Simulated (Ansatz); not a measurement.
# Screened interactions in Rb2ThF6 (P-62m), part 2 of 3

How strongly is the local Coulomb interaction screened in Rb2ThF6 (P-62m)?

Ansatz 0.2.0; non-magnetic LDA, then constrained RPA, plane waves, PAW.

So far. Step 2 (LDA bands and orbital weights): The gap is indirect, with the least direct gap 0.03 eV higher.

## 3. Constrained RPA: Th f, bands c1 to c7, 3×3×4 mesh, medium accuracy

Constrained RPA screens the interaction with every transition except those inside the target bands, which a later many-body model would treat itself.

This step: constrained RPA on LDA, plane waves, PAW.

input.yaml reads:

```yaml
crystal:
  lattice:
    - [6.85, 0.0, 0.0]
    - [-3.425, 5.93227402, 0.0]
    - [0.0, 0.0, 3.83]
  atoms:
    - { symbol: Rb, position: [0.3333333333, 0.6666666667, 0.5] }
    - { symbol: Rb, position: [0.6666666667, 0.3333333333, 0.5] }
    - { symbol: Th, position: [0.0, 0.0, 0.0] }
    - { symbol: F, position: [0.22, 0.0, 0.5] }
    - { symbol: F, position: [0.78, 0.78, 0.5] }
    - { symbol: F, position: [0.0, 0.22, 0.5] }
    - { symbol: F, position: [0.64, 0.0, 0.0] }
    - { symbol: F, position: [0.36, 0.36, 0.0] }
    - { symbol: F, position: [0.0, 0.64, 0.0] }
kpoints:
  mp_grid: { grid: [6, 6, 8] }
hamiltonian:
  xc: lda
scf:
  occupations: { method: gaussian, width: 0.08 }
  n_extra_bands: 21
  max_iter: 150
  lower_state_search: "off"
output:
  crpa:
    kmesh: [3, 3, 4]
    target_bands: [c1, c7]
    projections: [{ species: Th, l: f, shell: 5 }]
  local_orbitals:
    kmesh: [6, 6, 8]
    orbitals: [{ species: Th, l: f, shell: 5 }]
    window: { bands: [c1, c7] }
    seedname: lo
```

On the command line:

```
ansatz run input.yaml --threads 8 --pin off --max-ram 18432MiB --backend cpu --events-out ev --progress --plain --runs-dir out
```

Numbers of over 12 decimals in the logs are rounded to 6 here.

Output:

```text
[...]
Crystal: 9 atoms, lattice volume = 155.636 Å³
Basis set: ecut = 420 eV, 3025 PW (Γ)
Bands: 57, of which v1, the nominal top of the filled ones, is band 36 counted from 1 (35 counted from 0)
Symmetry: 12 space group operations
[...]
k-points: 35 of 288 (time reversal used)
[...]
SCF iter   1: F=—  HF=-23991.971807 eV  |F-HF|=—  |Δ(HF+E_count)|=         —  Δρ=1.81e-2  dr2=3.85e-1  ethr=1.77e-3  ⟨swp⟩=5.8  Hψ=8722  notcnv=0  defer=103
[...]
SCF iter   8: F=-23991.875896 eV  HF=-23991.875896 eV  |F-HF|=3.55e-9  |Δ(HF+E_count)|=   4.39e-8  Δρ=1.78e-6  dr2=4.96e-9  ethr=1.39e-10  ⟨swp⟩=8.7  Hψ=8186  notcnv=0
SCF 1 converged in 8 iterations: F = -23991.875896 eV  dr2 = 4.96e-9
[...]
NSCF: frozen V_eff on 38 k-points
[...]
cRPA screening: q 1/36
cRPA screening: q 2/36
cRPA screening: q 4/36 (q-point 3)
cRPA screening: q 5/36
cRPA screening: q 11/36 (q-point 6)
cRPA screening: q 23/36 (q-point 7)
cRPA screening: q 29/36 (q-point 17)
cRPA screening: q 31/36 (q-point 18)
cRPA screening: q 35/36 (q-point 19)
SCF converged after 8 iterations
Free energy (F): -23991.875896 eV
[...]
Internal energy: -23991.875896 eV  (E = F + TS)
E sigma→0 (E₀):  -23991.875896 eV
Fermi energy:    5.901253 eV
[...]
--- Band table (eV; the first three rows and the last of 35) ---
  k-point 0: bands = [... 32 lower, 2.7570, 2.8260, 2.8260, 3.0868, 8.7480, 9.0263, 9.0614, 9.0614, ... 17 higher]
  k-point 1: bands = [... 32 lower, 2.7365, 2.8673, 2.8673, 2.9693, 8.8061, 9.0127, 9.0715, 9.0715, ... 17 higher]
  k-point 2: bands = [... 32 lower, 2.7361, 2.7625, 2.9298, 2.9298, 8.8287, 8.9797, 9.0874, 9.0874, ... 17 higher]
  k-point 34: bands = [... 32 lower, 2.8326, 2.8326, 2.9897, 2.9897, 8.7420, 8.9210, 8.9750, 8.9750, ... 17 higher]
--- cRPA (band scheme, projected local orbitals): target bands 37..43 (1-based), 7 Wannier function(s), 3×3×4 mesh, 86 bands' worth read of 91 solved, ecut_chi 136.0 eV, v(q+G=0) probe_charge, pair densities all_electron ---
  bands read: the sum over 86 bands ends inside a degenerate multiplet in 3 slots, whose members it reads at an even weight; the widest, k=2: bands 86 to 87 (counted from 1) at 1/2 each
  χ-basis size per q: N_G = 546..583
  window electrons = 0.0000, filled by tetrahedron_uncorrected; constrained ε̄⁻¹(q = 0, 0) head = 0.416064; min gauge Gram eig = 0.7234
  Kanamori averages over each shell's own Wannier functions (sites counted from 0, functions from 1):
    Site 2, 5F, 7 of 7 f orbitals (Wannier functions 1, 2, 3, 4, 5, 6, 7; wannier90's mr 1, 2, 3, 4, 5, 6, 7):
      screened: U = 6.5812 eV, U' = 5.8848 eV, J = 0.3396 eV
      screened f-shell averages: U_bar = F0 = 5.9843 eV, J_bar = 0.4390 eV
      screened, to within: U = 2.3e-2 eV, U' = 2.3e-2 eV, J = 5.6e-4 eV
      screened f-shell averages, to within: U_bar = 2.2e-2 eV, J_bar = 7.3e-4 eV
      bare: V = 15.7179 eV, V' = 14.7544 eV, J = 0.4699 eV
      bare f-shell averages: V_bar = F0 = 14.8920 eV, J_bar = 0.6075 eV
  Hermiticity witness max|P − P†| over intra, direct and exchange elements: 1.60e-14 eV (screened), 1.42e-14 eV (bare)
  Reality witness max|Im| over intra, direct and exchange elements: 5.87e-10 eV (screened), 2.90e-12 eV (bare)
```

Elapsed: 2.9 min, on 8 threads of Arm Neoverse V2, shared host; peak memory 1.5 GiB; 22 min of CPU time.

This step gave:

```yaml
u: 6.581 eV
u_prime_inter_orbital: 5.885 eV
j: 0.3396 eV
bare_v: 15.72 eV
bare_j: 0.4699 eV
stated_bound_on_u: 0.02280 eV
u_over_bare_v: 0.4187
electrons_in_the_window: 0
head_of_the_constrained_inverse_dielectric_matrix: 0.4161
least_eigenvalue_of_the_projection_s_overlap: 0.7234
target_functions: 7
bands_in_the_sums: 86
r_m_s_miss_of_the_model_bands: 2.81e-5 eV
width_of_the_target_bands: 0.6297 eV
weight_of_the_projected_orbitals_in_the_window: 0.9180
```

On the Th f shell, screening brings the on-site interaction from 15.7 eV down to U = 6.58 eV.

Kanamori averages over each shell's functions. Crpa shells, by row:

```csv
site,element,shell,orbitals,U (eV),U' (eV),J (eV),bare V (eV),bare V' (eV),bare J (eV),bound on U (eV)
3,Th,5F,7,6.581,5.885,0.3396,15.72,14.75,0.4699,0.0228
```

Density-density elements U_iijj, eV. U matrix, by row:

| orbital | Th3 fz3 | Th3 fxz2 | Th3 fyz2 | Th3 fz(x2-y2) | Th3 fxyz | Th3 fx(x2-3y2) | Th3 fy(3x2-y2) |
| --- | --- | --- | --- | --- | --- | --- | --- |
| Th3 fz3 | 6.802 | 6.102 | 6.102 | 6.066 | 6.066 | 5.543 | 5.858 |
| Th3 fxz2 | 6.102 | 6.445 | 5.706 | 5.934 | 5.921 | 5.47 | 5.753 |
| Th3 fyz2 | 6.102 | 5.706 | 6.445 | 5.921 | 5.934 | 5.47 | 5.753 |
| Th3 fz(x2-y2) | 6.066 | 5.934 | 5.921 | 6.607 | 6.104 | 5.743 | 6.118 |
| Th3 fxyz | 6.066 | 5.921 | 5.934 | 6.104 | 6.607 | 5.743 | 6.118 |
| Th3 fx(x2-3y2) | 5.543 | 5.47 | 5.47 | 5.743 | 5.743 | 6.167 | 6.156 |
| Th3 fy(3x2-y2) | 5.858 | 5.753 | 5.753 | 6.118 | 6.118 | 6.156 | 6.996 |

Exchange elements U_ijji, eV. J matrix, by row:

```
       orbital  Th3 fz3  Th3 fxz2  Th3 fyz2  Th3 fz(x2-y2)  Th3 fxyz  Th3 fx(x2-3y2)  Th3 fy(3x2-y2)
       Th3 fz3        -     0.242     0.242          0.507     0.507           0.266           0.267
      Th3 fxz2    0.242         -      0.37          0.369      0.33           0.358           0.314
      Th3 fyz2    0.242      0.37         -           0.33     0.369           0.358           0.314
 Th3 fz(x2-y2)    0.507     0.369      0.33              -     0.251           0.358            0.41
      Th3 fxyz    0.507      0.33     0.369          0.251         -           0.358            0.41
Th3 fx(x2-3y2)    0.266     0.358     0.358          0.358     0.358               -           0.199
Th3 fy(3x2-y2)    0.267     0.314     0.314           0.41      0.41           0.199               -
```

Projected local orbitals of the target window. The electronic bands at the labelled points (eV, zero at the Fermi level; # counts the bands kept):

```
    point    #1    #2    #3    #4
        Γ  2.85  3.13  3.16  3.16
  halfway  2.88  3.13  3.16  3.16
        M  2.89  3.13  3.16  3.16
  halfway  2.89  3.13  3.16  3.16
        K  2.88  3.13  3.16  3.16
  halfway  2.88  3.13  3.16  3.16
        Γ  2.85  3.13  3.16  3.16
  halfway  2.93  3.08  3.19  3.19
        A  2.81  3.03  3.09  3.09
  halfway  2.83  3.03  3.07  3.08
        L  2.84  3.02  3.07  3.07
  halfway  2.84  3.02  3.07  3.07
        H  2.84  3.02  3.07  3.07
  halfway  2.83  3.03  3.07  3.08
        A  2.81  3.03  3.09  3.09
jump to L  2.84  3.02  3.07  3.07
  halfway  2.92  3.07  3.16  3.17
        M  2.89  3.13  3.16  3.16
jump to H  2.84  3.02  3.07  3.07
  halfway  2.92  3.07  3.16  3.18
        K  2.88  3.13  3.16  3.16
```

The same for Kohn-Sham, solved directly:

```csv
point,#1,#2,#3,#4
Γ,2.85,3.13,3.16,3.16
M,2.89,3.13,3.16,3.16
K,2.88,3.13,3.16,3.16
Γ,2.85,3.13,3.16,3.16
A,2.81,3.03,3.09,3.09
L,2.84,3.02,3.07,3.07
H,2.84,3.02,3.07,3.07
A,2.81,3.03,3.09,3.09
L,2.84,3.02,3.07,3.07
M,2.89,3.13,3.16,3.16
H,2.84,3.02,3.07,3.07
K,2.88,3.13,3.16,3.16
```

The first set of electronic bands as a text plot (rows in eV, shown from 2.8 to 3.2 only):

```
    3.2 |                   ***   * ********  * **  *        *
    3.2 |                 ** *     *         *     ***      ***
    3.2 |*****************    *     *       *    **** ***  **  **
    3.1 |                            ***   *    *  *       *
    3.1 |****************               ***       *    ****     *
    3.1 |                **                          **   *   **
    3.1 |                  *   ***             * *           *
    3.1 |                   *    ****************   *    *  *
    3.1 |                    *      ****  **       *       *
    3.0 |                     *                   *
    3.0 |                      ******       ******        *
    3.0 |                            *******             *
    3.0 |
    3.0 |
    3.0 |
    3.0 |
    2.9 |                  **
    2.9 |                 *                         **      ***
    2.9 |                    *                     *  *    *   *
    2.9 |   *********    *                        *    **       *
    2.9 |  *         **       *
    2.9 |**            **                        *        *
    2.8 |                           ********    *        *
    2.8 |                      *****        ****
         Γ    M  K      Γ       A     L  H    A|L      M|H      K
```

Onsite levels, by row:

```csv
orbital,level less Fermi level (eV)
Th3 fz3,3.054
Th3 fxz2,3.252
Th3 fyz2,3.252
Th3 fz(x2-y2),3.188
Th3 fxyz,3.188
Th3 fx(x2-3y2),3.034
Th3 fy(3x2-y2),3.075
```

Largest distinct elements between sites. Hoppings, by row:

```csv
from,to,cell,distance (Å),t (eV)
Th3 fz3,Th3 fz3,0 0 -1,3.83,0.1157
Th3 fyz2,Th3 fyz2,0 0 -1,3.83,0.0885
Th3 fx(x2-3y2),Th3 fx(x2-3y2),0 0 -1,3.83,-0.067
Th3 fz3,Th3 fx(x2-3y2),0 0 1,3.83,0.0631
Th3 fy(3x2-y2),Th3 fy(3x2-y2),0 0 1,3.83,0.0258
Th3 fxz2,Th3 fz(x2-y2),0 0 -1,3.83,-0.0157
Th3 fxyz,Th3 fxyz,0 0 -1,3.83,-0.0103
Th3 fx(x2-3y2),Th3 fx(x2-3y2),0 0 -2,7.66,-0.0091
Th3 fx(x2-3y2),Th3 fxz2,-1 0 0,6.85,-0.005
Th3 fz3,Th3 fz3,0 0 2,7.66,0.0049
Th3 fyz2,Th3 fx(x2-3y2),0 1 0,6.85,-0.0043
Th3 fx(x2-3y2),Th3 fz3,0 0 2,7.66,-0.0038
```

## 4. Constrained RPA: Th f + anion p, bands v18 to c7, 3×3×4 mesh, medium accuracy

input.yaml: that of step 3 with these lines changed.

```diff
@@ -27,8 +27,8 @@
     kmesh: [3, 3, 4]
-    target_bands: [c1, c7]
-    projections: [{ species: Th, l: f, shell: 5 }]
+    target_bands: [v18, c7]
+    projections: [{ species: Th, l: f, shell: 5 }, { species: F, l: p, shell: 2 }]
   local_orbitals:
     kmesh: [6, 6, 8]
-    orbitals: [{ species: Th, l: f, shell: 5 }]
-    window: { bands: [c1, c7] }
+    orbitals: [{ species: Th, l: f, shell: 5 }, { species: F, l: p, shell: 2 }]
+    window: { bands: [v18, c7] }
     seedname: lo
```

Output:

```text
[...]
Crystal: 9 atoms, lattice volume = 155.636 Å³
Basis set: ecut = 420 eV, 3025 PW (Γ)
Bands: 57, of which v1, the nominal top of the filled ones, is band 36 counted from 1 (35 counted from 0)
Symmetry: 12 space group operations
[...]
k-points: 35 of 288 (time reversal used)
[...]
SCF iter   1: F=—  HF=-23991.971807 eV  |F-HF|=—  |Δ(HF+E_count)|=         —  Δρ=1.81e-2  dr2=3.85e-1  ethr=1.77e-3  ⟨swp⟩=5.8  Hψ=8722  notcnv=0  defer=103
[...]
SCF iter   8: F=-23991.875896 eV  HF=-23991.875896 eV  |F-HF|=3.55e-9  |Δ(HF+E_count)|=   4.39e-8  Δρ=1.78e-6  dr2=4.96e-9  ethr=1.39e-10  ⟨swp⟩=8.7  Hψ=8186  notcnv=0
SCF 1 converged in 8 iterations: F = -23991.875896 eV  dr2 = 4.96e-9
[...]
cRPA screening: q 1/36
cRPA screening: q 2/36
cRPA screening: q 4/36 (q-point 3)
cRPA screening: q 5/36
cRPA screening: q 9/36 (q-point 6)
cRPA screening: q 13/36 (q-point 7)
cRPA screening: q 17/36 (q-point 8)
cRPA screening: q 21/36 (q-point 17)
cRPA screening: q 23/36 (q-point 18)
cRPA screening: q 25/36 (q-point 19)
cRPA screening: q 27/36 (q-point 20)
cRPA screening: q 29/36 (q-point 21)
cRPA screening: q 31/36 (q-point 22)
cRPA screening: q 35/36 (q-point 23)
SCF converged after 8 iterations
Free energy (F): -23991.875896 eV
[...]
Internal energy: -23991.875896 eV  (E = F + TS)
E sigma→0 (E₀):  -23991.875896 eV
Fermi energy:    5.901253 eV
[...]
--- Band table (eV; the first three rows and the last of 35) ---
  k-point 0: bands = [... 32 lower, 2.7570, 2.8260, 2.8260, 3.0868, 8.7480, 9.0263, 9.0614, 9.0614, ... 17 higher]
  k-point 1: bands = [... 32 lower, 2.7365, 2.8673, 2.8673, 2.9693, 8.8061, 9.0127, 9.0715, 9.0715, ... 17 higher]
  k-point 2: bands = [... 32 lower, 2.7361, 2.7625, 2.9298, 2.9298, 8.8287, 8.9797, 9.0874, 9.0874, ... 17 higher]
  k-point 34: bands = [... 32 lower, 2.8326, 2.8326, 2.9897, 2.9897, 8.7420, 8.9210, 8.9750, 8.9750, ... 17 higher]
[...]
χ-basis size per q: N_G = 546..583
[...]
Each shell's averages of U are screened by what lies outside the whole window alone: parameters of one model of all the shells.
[...]
screened: U = 8.0920 eV, U' = 7.3603 eV, J = 0.3576 eV
      screened, to within: U = 1.6e-2 eV, U' = 1.6e-2 eV, J = 5.3e-4 eV
      bare: V = 16.0733 eV, V' = 15.0866 eV, J = 0.4821 eV
    Site 3, 2P, 3 of 3 p orbitals (Wannier functions 8, 9, 10; wannier90's mr 1, 2, 3):
      screened: U = 9.3473 eV, U' = 7.6912 eV, J = 0.8247 eV
      screened, to within: U = 2.9e-2 eV, U' = 2.9e-2 eV, J = 1.3e-3 eV
      bare: V = 21.5393 eV, V' = 19.4743 eV, J = 1.0291 eV
    Site 4, 2P, 3 of 3 p orbitals (Wannier functions 11, 12, 13; wannier90's mr 1, 2, 3):
      screened: U = 9.3469 eV, U' = 7.6914 eV, J = 0.8250 eV
      screened, to within: U = 2.9e-2 eV, U' = 2.9e-2 eV, J = 1.3e-3 eV
      bare: V = 21.5399 eV, V' = 19.4740 eV, J = 1.0288 eV
    Site 5, 2P, 3 of 3 p orbitals (Wannier functions 14, 15, 16; wannier90's mr 1, 2, 3):
      screened: U = 9.3469 eV, U' = 7.6914 eV, J = 0.8250 eV
      screened, to within: U = 2.9e-2 eV, U' = 2.9e-2 eV, J = 1.3e-3 eV
      bare: V = 21.5399 eV, V' = 19.4740 eV, J = 1.0288 eV
    Site 6, 2P, 3 of 3 p orbitals (Wannier functions 17, 18, 19; wannier90's mr 1, 2, 3):
      screened: U = 9.2669 eV, U' = 7.6118 eV, J = 0.8198 eV
      screened, to within: U = 3.3e-2 eV, U' = 3.3e-2 eV, J = 1.3e-3 eV
      bare: V = 21.6070 eV, V' = 19.5361 eV, J = 1.0276 eV
    Site 7, 2P, 3 of 3 p orbitals (Wannier functions 20, 21, 22; wannier90's mr 1, 2, 3):
      screened: U = 9.2631 eV, U' = 7.6137 eV, J = 0.8217 eV
      screened, to within: U = 3.3e-2 eV, U' = 3.3e-2 eV, J = 1.3e-3 eV
      bare: V = 21.6024 eV, V' = 19.5384 eV, J = 1.0300 eV
    Site 8, 2P, 3 of 3 p orbitals (Wannier functions 23, 24, 25; wannier90's mr 1, 2, 3):
      screened: U = 9.2631 eV, U' = 7.6137 eV, J = 0.8217 eV
      screened, to within: U = 3.3e-2 eV, U' = 3.3e-2 eV, J = 1.3e-3 eV
      bare: V = 21.6024 eV, V' = 19.5384 eV, J = 1.0300 eV
[...]
```

It took 12 min on 8 threads; peak memory 2.2 GiB.

This step gave:

```
U                                                 : 8.092 eV
U prime (inter-orbital)                           : 7.360 eV
J                                                 : 0.3576 eV
bare V                                            : 16.07 eV
bare J                                            : 0.4821 eV
stated bound on U                                 : 0.01586 eV
U over bare V                                     : 0.5034
electrons in the window                           : 36
head of the constrained inverse dielectric matrix : 0.4474
least eigenvalue of the projection's overlap      : 0.6589
target functions                                  : 25
bands in the sums                                 : 86
r.m.s. miss of the model bands                    : 5.52e-5 eV
width of the target bands                         : 9.760 eV
weight of the projected orbitals in the window    : 0.9334
```

On the Th f shell, screening brings the on-site interaction from 16.1 eV down to U = 8.09 eV.

[end of part 2 of 3]

[Paths, hosts, dates, memory and timing lines, banners, echoed tables and standing remarks are left out of the program output.]

[Logs are printed without paths, hosts, clocks, repeated set-up lines and the standing remarks that a program may print on its own settings, such as how far it seeks lower states.]

[Runs of the session that timed out or met a known fault of the program may be left out.]

[Hosts, paths, dates, database ids (printed as entryN), source tags and the programs' standing remarks are cut or masked in the printed files.]
